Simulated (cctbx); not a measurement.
# LaMgCrCoS6: as given, inverted or twinned?

Space group Pc (no. 7), a = 6.7420 Å, b = 6.5430 Å, c = 11.5550 Å, α = 90.00°, β = 123.66°, γ = 90.00°.

| atom | mult. | x | y | z | Ueq (Å²) |
| --- | --- | --- | --- | --- | --- |
| La1 | 2 | 0.7546 | 0.7179 | 0.2551 | 0.0108 |
| Co1 | 2 | 0.4916 | 0.7436 | 0.5006 | 0.0067 |
| Cr1 | 2 | 0.9845 | 0.7525 | 0.0036 | 0.0068 |
| S1 | 2 | 0.6235 | 0.7247 | 0.7484 | 0.0129 |
| S2 | 2 | 0.8966 | 0.4511 | 0.0616 | 0.0098 |
| S3 | 2 | 0.2609 | 0.4577 | 0.4436 | 0.0091 |
| S4 | 2 | 0.7640 | 0.9703 | 0.0446 | 0.0097 |
| S5 | 2 | 0.1701 | 0.9900 | 0.4482 | 0.0143 |
| S6 | 2 | 0.3223 | 0.1886 | 0.7497 | 0.0107 |
| Mg1 | 2 | 0.2285 | 0.1892 | 0.2493 | 0.0168 |

The model is made up (kin elements in a known structure type, no relaxation), so it says nothing on whether the phase exists.

Data sets are simulated with cctbx and refined with Bijvoet mates kept apart; Flack x is then fitted as the share of an inverted twin with the atoms fixed, Hooft y from the Bijvoet differences. The group is acentric but holds improper operations, so there is an absolute structure (orientation) and no hand.

Untwinned crystal. What Flack and Hooft values should come out?

```csv
λ (Å),extinction (unmodelled),d min (Å),top counts,error (%),model,R1,Flack x,s.u.,Hooft y,s.u.,pairs
0.71073,0,0.77,5000,6,as given,0.0423,-0.01,0.04,0.008,0.039,944
0.71073,0,0.77,5000,6,inverted,0.0511,1.00,0.04,0.995,0.040,944
1.54184,0,0.83,5000,6,as given,0.0329,-0.009,0.008,-0.011,0.009,742
```

With Mo Kα, x is within 3 s.u. of 0, so the absolute structure is right. With Cu Kα, x is within 3 s.u. of 0, so the absolute structure is right. Inverting the model turns x into about 1 − x.

A further crystal gives:

| λ (Å) | extinction (unmodelled) | d min (Å) | top counts | error (%) | model | R1 | Flack x | s.u. | Hooft y | s.u. | pairs |
| --- | --- | --- | --- | --- | --- | --- | --- | --- | --- | --- | --- |
| 1.54184 | 0 | 0.83 | 5000 | 3 | as given | 0.0427 | 0.310 | 0.006 | 0.304 | 0.006 | 743 |

**Question.** What is it?

It was simulated as an inversion twin with a fraction 0.3 of the inverted domain. Flack x is over 3 s.u. from both 0 and 1 and reads that fraction.

[Logs are printed without paths, hosts, clocks, repeated set-up lines and the standing remarks that a program may print on its own settings, such as how far it seeks lower states.]
